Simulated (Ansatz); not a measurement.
# Bands, cutoff and cost in G0W0 for Ta2O5 (Pmmn)

Wanted: a G0W0 gap for Ta2O5 (Pmmn) that is converged in bands and cutoff, or an estimate of the limit.

Calculated with Ansatz 0.2.0; G0W0 on LDA, plane waves, PAW.

### 1. Starting point

The structure is orthorhombic, space group Pmmn (No. 59). Conventional cell: a = 3.841 Å, b = 13.037 Å, c = 3.874 Å, α = 90.00°, β = 90.00°, γ = 90.00°. Nearest to Ta lie 6 O at 1.88 to 2.21 Å. O has 3 Ta at 1.99 to 2.21 Å nearest. O has 2 Ta at 1.88 to 2.00 Å nearest. Nearest to O lie 2 Ta at 1.90 Å. Farther neighbours and most contacts between anions are not listed.

The cell and positions are those that the Materials Project relaxed with its own functionals (PBE, PBE+U or r2SCAN), kept fixed. Spin-orbit coupling is left out unless a step names it.

### 2. 440 empty bands, screening to 100 eV

Now the one-shot GW correction: screening in the RPA, then the self-energy of the levels asked for. This step takes hard PAW files.

Contents of input.yaml:

```yaml
crystal:
  lattice:
    - [3.84085413, 0.0, 0.0]
    - [0.0, 13.0373230544, 0.0]
    - [0.0, 0.0, 3.8741645114]
  atoms:
    - { symbol: Ta, position: [0.0, 0.14579693, 0.02271197] }
    - { symbol: Ta, position: [0.5, 0.35420307, 0.97728803] }
    - { symbol: Ta, position: [0.5, 0.64579693, 0.97728803] }
    - { symbol: Ta, position: [0.0, 0.85420307, 0.02271197] }
    - { symbol: O, position: [0.5, 0.18522554, 0.00205837] }
    - { symbol: O, position: [0.0, 0.31477446, 0.99794163] }
    - { symbol: O, position: [0.0, 0.68522554, 0.99794163] }
    - { symbol: O, position: [0.5, 0.81477446, 0.00205837] }
    - { symbol: O, position: [0.0, 0.85107074, 0.50764741] }
    - { symbol: O, position: [0.5, 0.64892926, 0.49235259] }
    - { symbol: O, position: [0.5, 0.35107074, 0.49235259] }
    - { symbol: O, position: [0.5, 0.5, 0.99500122] }
    - { symbol: O, position: [0.0, 0.0, 0.00499878] }
    - { symbol: O, position: [0.0, 0.14892926, 0.50764741] }
kpoints:
  mp_grid: { grid: [4, 2, 4] }
hamiltonian:
  xc: lda
  pseudopotentials: { kind: paw, source: ansatz }
scf:
  occupations: { method: fixed }
gw:
  n_empty_bands: 440
  ecut_chi: 100.0
  qp_bands: [v4, c4]
  qp_kpoints: band_edges
  screening: { model: contour_deformation }
```

Started as:

```
$ ansatz run input.yaml --threads 4 --pin off --max-ram 138240MiB --backend cuda --events-out ev --progress --plain --runs-dir out --devices 1 --max-vram 26GiB
```

Numbers of over 12 decimals in the logs are rounded to 6 here.

What it wrote:

```text
GPUs: using 1 of 1 available (devices: 1).
Engine: ansatz 0.2.0, x86_64-unknown-linux-gnu
Pseudopotentials: kind: paw
Pseudopotential: Ta, paw, valence charge 27, recommended cutoff 520 eV (normal), Ta.paw.azcp
Pseudopotential: O, paw, valence charge 6, recommended cutoff 930 eV (normal), O.paw.azcp
Functional definition: SPW92
  exchange = slater_x
  correlation = pw_c
device memory: the entry about to start is reckoned to put 7.4 GiB on a device that reports 54.0 GiB free (of which the cap on the GPU budget leaves the run 26.0 GiB)
GPU FFT provider: cuFFT
GPU libraries: cuBLAS 13.8.2, cuFFT 12.4.0, cuSOLVER 12.3.4
Crystal: 14 atoms, lattice volume = 193.997 Å³
Basis set: ecut = 930 eV, 12573 PW (Γ)
Bands: 101, of which v1, the nominal top of the filled ones, is band 84 counted from 1 (83 counted from 0)
Symmetry: 8 space group operations
Space group: Pmmn (ITA 59), of the structure as read, at distance tolerance 5.8e-5 Å
k-points: 18 of 32
Non-local potential: Ta, projectors of the file, l = 0: 3, l = 1: 3, l = 2: 2, l = 3: 3
Non-local potential: O, projectors of the file, l = 0: 2, l = 1: 2, l = 2: 1
PAW form: soft (Blöchl's): semilocal exchange-correlation on the pseudo side does not see the compensation charge
PAW frozen core: Ta, regenerated for the run's functional, and the local potential with it (the file was generated under x = pbe(κ = 0.804, μ = 0.219515), c = pbe(β = 0.066725))
PAW frozen core: O, regenerated for the run's functional, and the local potential with it (the file was generated under x = pbe(κ = 0.804, μ = 0.219515), c = pbe(β = 0.066725))
PAW one-centre angular grid: Ta, 590 points (default); XC on 96 Gauss nodes
PAW one-centre angular grid: O, 110 points (default); XC on 64 Gauss nodes
Initial density: superposition of atomic densities (chi_scale 0.1, normalization cell, long waves kept (reshape's long-wave potential 0.04 eV rms))
Initial wavefunctions: pseudopotential atomic-orbital guess
GPU buffer pool allocated for 303750 grid points (all kernels)
GPU transforms: local potential and band sums: pruned to the plane-wave sphere, on 45×135×45
Functional: x = slater, c = lda
SCF iter   1: F=—  HF=-71694.290640 eV  |F-HF|=—  |Δ(HF+E_count)|=         —  Δρ=7.72e-2  dr2=9.24e0  ethr=3.10e-3  ⟨swp⟩=4.1  Hψ=6123  notcnv=0  defer=249
preconditioner: auto → Resta (q_TF=auto, 2.664 Å⁻¹)  ε∞=3.4  [insulator: Δε(μ)=1.564 eV  Ē_g=21.580 eV  n_scr=66 (ndim 8)  ℏωp=33.7 eV  f_vac=0.155  ε∞_Penn≈3.4]
SCF iter   2: F=—  HF=-71691.449823 eV  |F-HF|=—  |Δ(HF+E_count)|=    2.84e0  Δρ=3.58e-2  dr2=2.09e0  ethr=3.10e-3  ⟨swp⟩=3.1  Hψ=4057  notcnv=0  defer=267
SCF iter   3: F=—  HF=-71690.822532 eV  |F-HF|=—  |Δ(HF+E_count)|=   6.27e-1  Δρ=2.36e-2  dr2=8.36e-1  ethr=1.25e-3  ⟨swp⟩=2.0  Hψ=2881  notcnv=0  defer=268
SCF iter   4: F=—  HF=-71690.594564 eV  |F-HF|=—  |Δ(HF+E_count)|=   2.28e-1  Δρ=4.43e-3  dr2=4.71e-2  ethr=4.97e-4  ⟨swp⟩=3.0  Hψ=3589  notcnv=0  defer=270
SCF iter   5: F=—  HF=-71690.599859 eV  |F-HF|=—  |Δ(HF+E_count)|=   5.29e-3  Δρ=3.24e-3  dr2=1.63e-2  ethr=2.81e-5  ⟨swp⟩=2.2  Hψ=3097  notcnv=0  defer=270
SCF iter   6: F=—  HF=-71690.598629 eV  |F-HF|=—  |Δ(HF+E_count)|=   1.23e-3  Δρ=1.13e-3  dr2=2.39e-3  ethr=9.70e-6  ⟨swp⟩=2.1  Hψ=2874  notcnv=0  defer=270
SCF iter   7: F=—  HF=-71690.598855 eV  |F-HF|=—  |Δ(HF+E_count)|=   2.27e-4  Δρ=4.67e-4  dr2=4.97e-4  ethr=1.42e-6  ⟨swp⟩=2.0  Hψ=2465  notcnv=0  defer=264
SCF iter   8: F=—  HF=-71690.599180 eV  |F-HF|=—  |Δ(HF+E_count)|=   3.25e-4  Δρ=1.42e-4  dr2=5.81e-5  ethr=2.96e-7  ⟨swp⟩=2.2  Hψ=2510  notcnv=0  defer=202
SCF iter   9: F=—  HF=-71690.599231 eV  |F-HF|=—  |Δ(HF+E_count)|=   5.10e-5  Δρ=4.75e-5  dr2=4.57e-6  ethr=3.46e-8  ⟨swp⟩=2.0  Hψ=3224  notcnv=0  defer=201
SCF iter  10: F=—  HF=-71690.599235 eV  |F-HF|=—  |Δ(HF+E_count)|=   3.98e-6  Δρ=4.26e-5  dr2=3.00e-6  ethr=2.72e-9  ⟨swp⟩=2.2  Hψ=2343  notcnv=0  defer=201
SCF iter  11: F=—  HF=-71690.599235 eV  |F-HF|=—  |Δ(HF+E_count)|=   3.58e-7  Δρ=1.31e-5  dr2=3.07e-7  ethr=1.79e-9  ⟨swp⟩=2.1  Hψ=2299  notcnv=0  defer=201
SCF iter  12: F=-71690.599235 eV  HF=-71690.599235 eV  |F-HF|=1.19e-9  |Δ(HF+E_count)|=   2.98e-7  Δρ=4.56e-6  dr2=4.62e-8  ethr=5.95e-11  ⟨swp⟩=11.4  Hψ=7080  notcnv=0
SCF 1 converged in 12 iterations: F = -71690.599235 eV  dr2 = 4.62e-8
  greatest PAW one-centre occupation: 0.997 electrons in one spin orbital (limit 2), on the Ta atom at site 3 (counted from 0), in its partial waves of l = 3
device memory: the entry about to start is reckoned to put 8.5 GiB (of the 8.9 GiB reckoned in all, the device holds 0.4 GiB already) on a device that reports 53.8 GiB free (of which the cap on the GPU budget leaves the run 25.6 GiB)
NSCF: frozen V_eff on 18 k-points
the band table was solved once the SCF had ended and its energy, with any forces and stress, was formed, with the checks that follow a solve (7085 applications of the Hamiltonian). They found nothing against the state; the energy, forces and stress were not computed again (output.eigenvalues in the input reference)
device memory: the entry about to start is reckoned to put 10.9 GiB on a device that reports 54.2 GiB free (of which the cap on the GPU budget leaves the run 26.0 GiB)
NSCF: frozen V_eff on 18 k-points
G₀W₀ screening: q 1/18
[... further progress lines ...]
SCF converged after 12 iterations
Free energy (F): -71690.599235 eV
Harris-Foulkes:  -71690.599235 eV  (|F-HF|=1.19e-9)
Internal energy: -71690.599235 eV  (E = F + TS)
E sigma→0 (E₀):  -71690.599235 eV
Fermi energy:    8.181154 eV
--- Per-component energies (eV) ---
  E_band       = -1589.972606
  E_kinetic    = 4401.959743
  E_local      = -52837.488011  (includes V_loc(G=0)·N_el)
  E_nonlocal   = 10837.309380
  E_hartree    = 18549.986644
  E_xc         = -3254.799717
  E_vxc        = -2313.721265  (∫ρ·V_xc dr)
  E_paw        = -29790.724620  (= ΣΔE_a)
  E_vpaw       = 1222.003924  (= ΣTr[D̂ρ^β])
  E_aug_tail   = 0.000162  (compensation charges beyond the density's cutoff)
  E_ewald      = -19608.341960
  E_core_change = 11.499143  (= ΣΔE_core)
  E_smearing   = -0.000000  (= −TS)
  E_closure    = -0.000000  (closes the sum)
  Σ components = -71690.599235   (vs F -71690.599235, Δ=0.00e0)
--- Band table (eV; the first three rows and the last of 18) ---
  k-point 0: bands = [... 80 lower, 7.3582, 7.4471, 7.5126, 7.5970, 10.3941, 10.4209, 10.8203, 10.8508, ... 13 higher]
  k-point 1: bands = [... 80 lower, 6.7983, 7.0306, 7.5362, 7.7115, 11.8805, 12.0676, 12.1115, 12.2227, ... 13 higher]
  k-point 2: bands = [... 80 lower, 6.5498, 6.8744, 7.8771, 7.8893, 12.2460, 12.4112, 13.5749, 13.6422, ... 13 higher]
  k-point 17: bands = [... 80 lower, 8.0718, 8.0718, 8.1812, 8.1812, 11.3464, 11.3464, 13.1311, 13.1311, ... 13 higher]
--- G₀W₀: contour deformation, 6 samples at zero and on the imaginary axis and 2 off it, 32 q-points, 440 empty bands' worth ---
  eigenvalues of the whole cell's RPA ε∞ on this k-mesh (on a slab, of 1 + 4πα/V) = 4.6698, 4.9194, 7.1439; static W/v taken at q = 0 is 0.168266
  gw.qp_kpoints: band_edges: 13 of 18 stored k-points solved, in 1 pass; an edge of the gap read off the rows below is read off those points alone
    valence top: of the k-points left out ik 16 came nearest to being solved in a further pass, in band 81 (counted from 1, as in the quasiparticle table): it holds the edge there only if its correction is more favourable than any solved in that band by at least 0.546 eV; those differ by 0.140 eV
    conduction bottom: of the k-points left out ik 7 came nearest to being solved in a further pass, in band 85 (counted from 1, as in the quasiparticle table): it holds the edge there only if its correction is more favourable than any solved in that band by at least 0.874 eV; those differ by 0.119 eV
    ik  band        ε_KS         Σx   Σc(E_QP)       V_xc       Z   E_QP_lin       E_QP  E_QP is
     0    81      7.3582   -25.0546     4.4816   -20.2824  0.7252     7.0660     7.0677  root
     0    82      7.4471   -27.5375     4.7279   -22.5297  0.7430     7.1659     7.1672  root
     0    83      7.5126   -25.4566     4.4418   -20.7553  0.7293     7.2518     7.2530  root
     0    84      7.5970   -28.0798     4.7894   -23.0170  0.7462     7.3223     7.3235  root
     0    85     10.3941   -13.0680    -4.5154   -18.7723  0.7948    11.6022    11.5829  root
     0    86     10.4209   -13.1922    -4.4293   -18.8063  0.7942    11.6245    11.6056  root
     0    87     10.8203   -13.3568    -4.7216   -19.3114  0.7899    12.0761    12.0533  root
     0    88     10.8508   -13.4105    -4.6699   -19.3127  0.7896    12.1055    12.0831  root
     1    81      6.7983   -25.3575     4.8064   -20.2313  0.7233     6.4763     6.4785  root
     1    82      7.0306   -25.3212     4.7927   -20.2081  0.7252     6.7081     6.7102  root
     1    83      7.5362   -25.5476     4.7817   -20.4629  0.7270     7.2314     7.2332  root
     1    84      7.7115   -25.7801     4.7185   -20.7822  0.7282     7.4306     7.4320  root
     1    85     11.8805   -14.0445    -4.6958   -19.9937  0.7735    13.1616    13.1338  root
     1    86     12.0676   -14.0255    -4.8352   -20.1292  0.7719    13.3668    13.3360  root
     1    87     12.1115   -14.7392    -4.4288   -20.4334  0.7684    13.4047    13.3768  root
     1    88     12.2227   -14.2382    -4.5111   -20.0038  0.7715    13.5051    13.4772  root
     2    81      6.5498   -25.3131     5.0396   -19.9131  0.7211     6.1865     6.1895  root
     2    82      6.8744   -24.9890     4.8208   -19.8214  0.7249     6.5251     6.5276  root
     2    83      7.8771   -25.9953     4.7122   -21.0233  0.7299     7.6162     7.6174  root
     2    84      7.8893   -25.9873     4.7857   -20.9354  0.7303     7.6219     7.6231  root
     2    85     12.2460   -13.6053    -5.2437   -20.1446  0.7698    13.5779    13.5415  root
     2    86     12.4112   -14.2178    -4.9220   -20.4269  0.7669    13.7324    13.6983  root
     2    87     13.5749   -15.4781    -5.0594   -21.8935  0.7393    14.9789    14.9309  root
     2    88     13.6422   -15.0261    -5.0329   -21.3949  0.7426    15.0264    14.9782  root
[...]
17    81      8.0718   -26.1781     4.7965   -21.1573  0.7319     7.8467     7.8475  root
    17    82      8.0718   -26.1781     4.7965   -21.1573  0.7319     7.8467     7.8475  root
    17    83      8.1812   -26.3372     4.7924   -21.3326  0.7320     7.9682     7.9690  root
    17    84      8.1812   -26.3372     4.7924   -21.3326  0.7320     7.9682     7.9690  root
    17    85     11.3464   -13.6124    -4.8897   -19.8079  0.7822    12.6810    12.6522  root
    17    86     11.3464   -13.6124    -4.8897   -19.8079  0.7822    12.6810    12.6522  root
    17    87     13.1311   -14.9873    -5.3383   -21.7322  0.7487    14.5834    14.5378  root
    17    88     13.1311   -14.9873    -5.3383   -21.7322  0.7487    14.5834    14.5378  root
```

Elapsed: 68 s, on 1 × NVIDIA H100 80GB HBM3 (shared by 3 runs) with 4 threads of AMD EPYC 7R13 (Zen 3), shared host; peak memory 4 GiB.

Reading the cycles: dr2 is the Hartree energy of the density residual (eV), the measure of convergence; HF is the Harris–Foulkes estimate of the energy, which meets the free energy F at convergence.

Numbers from this step:

```
bands summed                                 : 524
RPA ε∞ on this mesh (eigenvalues)            : 4.670, 4.919, 7.144
plane waves in the screening matrix          : 433
q-points in the mesh                         : 32
G0W0 gap on the mesh                         : 3.614 eV
k of the valence top                         : -0.5, -0.5, -0.5
k of the conduction bottom                   : 0, 0, 0
starting gap on the mesh                     : 2.213 eV
Z at the valence top                         : 0.7320
Z at the conduction bottom                   : 0.7948
least direct G0W0 gap on the computed points : 4.259 eV
```

The gap on the mesh goes from 2.21 eV to 3.61 eV, a correction of +1.40 eV. Between the two edge states, bare exchange in place of the xc potential would open the gap by 10.71 eV, and correlation takes back 9.31 eV.

### 3. 891 empty bands, screening to 160 eV

Another rung: the empty bands reach about as high as the screening cutoff, so the two stay in balance.

input.yaml: that of step 2 with these lines changed.

```diff
@@ -28,4 +28,4 @@
 gw:
-  n_empty_bands: 440
-  ecut_chi: 100.0
+  n_empty_bands: 891
+  ecut_chi: 160.0
   qp_bands: [v4, c4]
```

What it wrote:

```text
GPUs: using 1 of 1 available (devices: 1).
[...]
GPU FFT provider: cuFFT
GPU libraries: cuBLAS 13.8.2, cuFFT 12.4.0, cuSOLVER 12.3.4
Crystal: 14 atoms, lattice volume = 193.997 Å³
Basis set: ecut = 930 eV, 12573 PW (Γ)
Bands: 101, of which v1, the nominal top of the filled ones, is band 84 counted from 1 (83 counted from 0)
Symmetry: 8 space group operations
[...]
k-points: 18 of 32
[...]
GPU buffer pool allocated for 303750 grid points (all kernels)
[...]
SCF iter   1: F=—  HF=-71694.290640 eV  |F-HF|=—  |Δ(HF+E_count)|=         —  Δρ=7.72e-2  dr2=9.24e0  ethr=3.10e-3  ⟨swp⟩=4.1  Hψ=6123  notcnv=0  defer=249
[...]
SCF iter  12: F=-71690.599235 eV  HF=-71690.599235 eV  |F-HF|=1.19e-9  |Δ(HF+E_count)|=   2.98e-7  Δρ=4.56e-6  dr2=4.62e-8  ethr=5.95e-11  ⟨swp⟩=11.4  Hψ=7080  notcnv=0
SCF 1 converged in 12 iterations: F = -71690.599235 eV  dr2 = 4.62e-8
[...]
NSCF: frozen V_eff on 18 k-points
[...]
G₀W₀ screening: q 1/18
[... further progress lines ...]
SCF converged after 12 iterations
Free energy (F): -71690.599235 eV
[...]
Internal energy: -71690.599235 eV  (E = F + TS)
E sigma→0 (E₀):  -71690.599235 eV
Fermi energy:    8.181154 eV
[...]
--- Band table (eV; the first three rows and the last of 18) ---
  k-point 0: bands = [... 80 lower, 7.3582, 7.4471, 7.5126, 7.5970, 10.3941, 10.4209, 10.8203, 10.8508, ... 13 higher]
  k-point 1: bands = [... 80 lower, 6.7983, 7.0306, 7.5362, 7.7115, 11.8805, 12.0676, 12.1115, 12.2227, ... 13 higher]
  k-point 2: bands = [... 80 lower, 6.5498, 6.8744, 7.8771, 7.8893, 12.2460, 12.4112, 13.5749, 13.6422, ... 13 higher]
  k-point 17: bands = [... 80 lower, 8.0718, 8.0718, 8.1812, 8.1812, 11.3464, 11.3464, 13.1311, 13.1311, ... 13 higher]
[...]
bands read: the sum over 975 bands ends inside a degenerate multiplet in 12 slots, whose members it reads at an even weight; the widest, k=3: bands 975 to 976 (counted from 1) at 1/2 each
[...]
0    81      7.3582   -25.0546     4.2657   -20.2824  0.7203     6.8466     6.8518  root
     0    82      7.4471   -27.5375     4.4672   -22.5297  0.7393     6.9015     6.9066  root
     0    83      7.5126   -25.4566     4.2131   -20.7553  0.7244     7.0198     7.0243  root
     0    84      7.5970   -28.0798     4.5183   -23.0170  0.7425     7.0475     7.0524  root
     0    85     10.3941   -13.0680    -4.6865   -18.7723  0.7925    11.4255    11.4118  root
     0    86     10.4209   -13.1922    -4.6030   -18.8063  0.7918    11.4453    11.4320  root
     0    87     10.8203   -13.3568    -4.8985   -19.3114  0.7874    11.8925    11.8763  root
     0    88     10.8508   -13.4105    -4.8485   -19.3127  0.7870    11.9205    11.9045  root
[...]
17    85     11.3464   -13.6124    -5.0786   -19.8079  0.7797    12.4836    12.4632  root
    17    86     11.3464   -13.6124    -5.0786   -19.8079  0.7797    12.4836    12.4632  root
    17    87     13.1311   -14.9873    -5.5647   -21.7322  0.7453    14.3431    14.3113  root
    17    88     13.1311   -14.9873    -5.5647   -21.7322  0.7453    14.3431    14.3113  root
```

Wall time 2.2 min (1 × NVIDIA H100 80GB HBM3 (shared by 3 runs) with 4 threads); peak memory 7.6 GiB; 4.1 min of CPU time.

Numbers from this step:

```yaml
bands_summed: 975
rpa_eps_infinity_on_this_mesh_eigenvalues: 4.653, 4.877, 7.083
plane_waves_in_the_screening_matrix: 879
q_points_in_the_mesh: 32
g0w0_gap_on_the_mesh: 3.691 eV
k_of_the_valence_top: -0.5, -0.5, -0.5
k_of_the_conduction_bottom: 0, 0, 0
starting_gap_on_the_mesh: 2.213 eV
z_at_the_valence_top: 0.7268
z_at_the_conduction_bottom: 0.7925
least_direct_g0w0_gap_on_the_computed_points: 4.359 eV
```

Against the run with 4×2×4 mesh, 440 empty bands, screening to 100 eV, hard PAW files, the gap moves by +0.08 eV.

### 4. 1637 empty bands, screening to 240 eV

input.yaml: that of step 3 with these lines changed.

```diff
@@ -28,4 +28,4 @@
 gw:
-  n_empty_bands: 891
-  ecut_chi: 160.0
+  n_empty_bands: 1637
+  ecut_chi: 240.0
   qp_bands: [v4, c4]
```

What it wrote:

```text
GPUs: using 1 of 1 available (devices: 1).
[...]
GPU FFT provider: cuFFT
GPU libraries: cuBLAS 13.8.2, cuFFT 12.4.0, cuSOLVER 12.3.4
Crystal: 14 atoms, lattice volume = 193.997 Å³
Basis set: ecut = 930 eV, 12573 PW (Γ)
Bands: 101, of which v1, the nominal top of the filled ones, is band 84 counted from 1 (83 counted from 0)
Symmetry: 8 space group operations
[...]
k-points: 18 of 32
[...]
0    88     10.8508   -13.4105    -4.9719   -19.3127  0.7858    11.7933    11.7810  root
[...]
17    85     11.3464   -13.6124    -5.2131   -19.8079  0.7786    12.3442    12.3288  root
    17    86     11.3464   -13.6124    -5.2131   -19.8079  0.7786    12.3442    12.3288  root
    17    87     13.1311   -14.9873    -5.7270   -21.7322  0.7437    14.1715    14.1491  root
    17    88     13.1311   -14.9873    -5.7270   -21.7322  0.7437    14.1715    14.1491  root
[key lines of the parts left out:]
SCF converged after 12 iterations
Free energy (F): -71690.599235 eV
Fermi energy:    8.181154 eV
```

The job ended after 7.4 min (1 × NVIDIA H100 80GB HBM3 (shared by 3 runs) with 4 threads; peak memory 16 GiB; 14 min of CPU time).

This step gave:

```yaml
bands_summed: 1721
rpa_eps_infinity_on_this_mesh_eigenvalues: 4.643, 4.864, 7.064
plane_waves_in_the_screening_matrix: 1625
g0w0_gap_on_the_mesh: 3.787 eV
k_of_the_valence_top: -0.5, -0.5, -0.5
k_of_the_conduction_bottom: 0, 0, 0
starting_gap_on_the_mesh: 2.213 eV
least_direct_g0w0_gap_on_the_computed_points: 4.461 eV
```

Against the run with 4×2×4 mesh, 891 empty bands, screening to 160 eV, hard PAW files, the gap moves by +0.10 eV.

(Continued in part 2 of 2.)

[Paths, hosts, dates, memory and timing lines, banners, echoed tables and standing remarks are left out of the program output.]

[Logs are printed without paths, hosts, clocks, repeated set-up lines and the standing remarks that a program may print on its own settings, such as how far it seeks lower states.]

[Runs of the session that timed out or met a known fault of the program may be left out.]

[Cells called generated may have been cut or substituted from an entry of the Crystallography Open Database or the Materials Project.]

[Hosts, paths, dates, database ids (printed as entryN), source tags and the programs' standing remarks are cut or masked in the printed files.]
